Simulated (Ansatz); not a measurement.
Planning a run of Ansatz 0.2.0 on NaCaLaF6 (P3). The input:

```yaml
crystal:
  lattice:
    - [6.1683248711, 0.0, 0.0]
    - [-3.0841624356, 5.3419260372, 0.0]
    - [0.0, 0.0, 3.787766]
  atoms:
    - { symbol: Na, position: [0.0, 0.0, 0.003997] }
    - { symbol: Ca, position: [0.33333333, 0.66666667, 0.256985] }
    - { symbol: La, position: [0.66666667, 0.33333333, 0.742299] }
    - { symbol: F, position: [0.61256, 0.917031, 0.753901] }
    - { symbol: F, position: [0.304471, 0.38744, 0.753901] }
    - { symbol: F, position: [0.082969, 0.695529, 0.753901] }
    - { symbol: F, position: [0.388879, 0.08089, 0.245005] }
    - { symbol: F, position: [0.692011, 0.611121, 0.245005] }
    - { symbol: F, position: [0.91911, 0.307989, 0.245005] }
kpoints:
  mp_grid: { grid: [3, 3, 4] }
hamiltonian:
  xc: pbe
  hubbard:
    projectors: ortho-atomic
    sites: [{ species: La, l: f, u_eff: 8.0 }]
  pseudopotentials: { kind: paw, azcp: { folder: soft_1 } }
scf:
  occupations: { method: fixed }
gw:
  n_empty_bands: 520
  ecut_chi: 150.0
  qp_bands: [v3, c3]
  qp_kpoints: band_edges
  screening: { model: contour_deformation }
```

```sh
ansatz run input.yaml --threads 2 --pin off --max-ram 92160MiB --backend cuda --events-out ev --progress --plain --runs-dir out --devices 1 --max-vram 13GiB
```

Question: Estimate wall time and host memory on 1 × NVIDIA H100 80GB HBM3 (shared by 6 runs) with 2 threads of AMD EPYC 7R13 (Zen 3), shared host.

It took 24 s; on shared hardware allow 12 s to 48 s. Peak host memory was 1.8 GiB. The sizes that set the cost: 2419 plane waves a state, 11 irreducible k points, 556 bands summed, 511 plane waves in the screening and 10 SCF cycles.

The screening grows as filled bands × empty bands × pairs of k points, times the square of the screening basis for the matrix.

[Paths, hosts, dates, memory and timing lines, banners, echoed tables and standing remarks are left out of the program output.]

[Logs are printed without paths, hosts, clocks, repeated set-up lines and the standing remarks that a program may print on its own settings, such as how far it seeks lower states.]

[Runs of the session that timed out or met a known fault of the program may be left out.]

[Cells called generated may have been cut or substituted from an entry of the Crystallography Open Database or the Materials Project.]

[Hosts, paths, dates, database ids (printed as entryN), source tags and the programs' standing remarks are cut or masked in the printed files.]
